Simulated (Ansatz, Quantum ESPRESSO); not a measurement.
## Equation of state of WC type TaN

How stiff is WC type TaN under hydrostatic load? Each row relaxes cell and atoms at a set pressure. The phase is followed to these pressures whether or not it stays the stable one.

Calculated with Ansatz 0.2.0, PBEsol, PAW files of the set soft_1, cutoff 600 eV, Fermi–Dirac smearing 0.05 eV, k-mesh 17×17×15, no spin polarisation, no spin-orbit coupling.

Reference cell, relaxed at zero pressure with PBEsol (P-6m2): a = 2.9238 Å, b = 2.9238 Å, c = 2.8706 Å, α = 90.00°, β = 90.00°, γ = 120.00°.

```csv
atom,x,y,z
Ta,0.0000,0.0000,0.0000
N,0.6667,0.3333,0.5000
```

```csv
V (Å³/atom),V/V0,P (GPa),E − E0 (meV/atom)
10.7469,1.0114,−4.006,1.5
10.4841,0.9867,5.002,2.2
10.3521,0.9743,9.993,8.3
10.2279,0.9626,14.998,18.0
9.8965,0.9314,29.991,64.1
```

V0 = 10.6257 Å³ an atom, where the residual pressure P0 is 0.000 GPa. **Question.** Fit the Birch–Murnaghan law and give the pressure and the energy at V = 10.1112 Å³ an atom, a row left out above.

With the Eulerian strain f = ½[(V0/V)^(2/3) − 1] and F = (P − P0)/[3f(1 + 2f)^(5/2)], the third-order law is the line F = B0 + (3/2) B0 (B′ − 4) f.

```csv
f,F (GPa)
0.02427,365.90
0.01288,364.18
0.00877,363.60
0.00449,362.97
−0.00377,361.31
```

A straight line through the 5 rows: the means are 0.009328 for f and 363.59 for F, Σ(Δx)² = 0.0004312 and ΣΔxΔy = 0.06947, so the slope is 0.06947/0.0004312 = 161.12 and the intercept 363.59 − (161.12)(0.009328) = 362.09.

Hence B0 = 362.1 GPa and B′ = 4 + (161.1)/(1.5 × 362.1) = 4.30. For the withheld volume f = 0.01682, F = 364.80 GPa and P = 20.00 GPa. The run itself gives 20.00 GPa, so the estimate misses by 0.00 GPa, a rounding's worth.

Integrating the same law gives E − E0 = (9/2) B0 V0 f²[1 + (B′ − 4) f] + P0(V0 − V), with 1 GPa Å³ = 6.2415 meV: 30.7 meV an atom. The run itself gives 30.7 meV, so the estimate misses by 0.0 meV, a rounding's worth.

The same fit over all rows at other levels or in other programs gives B0 = 363 GPa with PBEsol (Quantum ESPRESSO, GBRV).

[Logs are printed without paths, hosts, clocks, repeated set-up lines and the standing remarks that a program may print on its own settings, such as how far it seeks lower states.]
